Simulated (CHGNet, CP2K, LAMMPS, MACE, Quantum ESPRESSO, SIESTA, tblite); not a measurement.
# Bulk modulus two ways: glassy 75Sc2O3-25SiO2 (mol %) (72 atoms), SIESTA DZP, PBE

The cell holds 72 atoms (24 Sc, 4 Si and 44 O). Recipe: 72 atoms (24 Sc, 4 Si, 44 O) placed at random at 3.36 g/cm³, melted at 4000 K for 10 ps at fixed volume with the Morse and Coulomb pair potential with partial charges (Pedone, Malavasi, Menziani, Cormack and Segre, J. Phys. Chem. B 110, 11780 (2006)). Quenched from 4000 K to 300 K at 20 K/ps and fixed volume, held 10 ps at zero pressure. Then the atoms were relaxed with MACE MP-0b3 medium in the fixed cell.

Calculated with SIESTA 5.4.2: PBE; DZP orbitals, shift 0.01 Ry, mesh 500 Ry; k-points Γ. The cell is scaled evenly by ±3 % in volume, and MACE MP-0b3 medium relaxes the atoms at each volume before the single point.

| volume (Å³/atom) | energy less the middle row's (meV/atom) | pressure (GPa) |
| --- | --- | --- |
| 12.684 | -8.122 | -1.291 |
| 13.076 | 0.000 | -4.263 |
| 13.468 | 14.114 | -6.727 |

**Question.** Find the bulk modulus at the middle volume from the pressures and from the energies, and check the printed pressure against the slope of the energy (1 meV/Å³ = 0.16022 GPa).

**Working.**

The step is h = 0.3923 Å³. From pressures: B = −V dP/dV = 13.076 × (-1.291 − (-6.727)) / (2 × 0.3923) = 90.6 GPa.

From energies: B = V d²E/dV² = 13.076 × (-8.122 + (14.114)) / 0.3923² = 509.2 meV/Å³ = 81.6 GPa.

Slope: P = −dE/dV = −(14.114 − (-8.122)) / (2 × 0.3923) = -28.3 meV/Å³ = -4.54 GPa, against -4.26 GPa printed.

The two moduli agree within 10 %.

A central difference over ±3 % overstates P by about B(1 + B′)(0.03)²/6, some 0.07 GPa for B′ = 4. The atoms follow MACE MP-0b3 medium, so this level's forces do work along the path, which enters the energies but not the printed pressures.

Limits: three points, a static cell at zero temperature, the cell shape held; the modulus is that at -4.3 GPa, not at zero pressure.

[Hosts, paths, dates, database ids (printed as entryN), source tags and the programs' standing remarks are cut or masked in the printed files.]
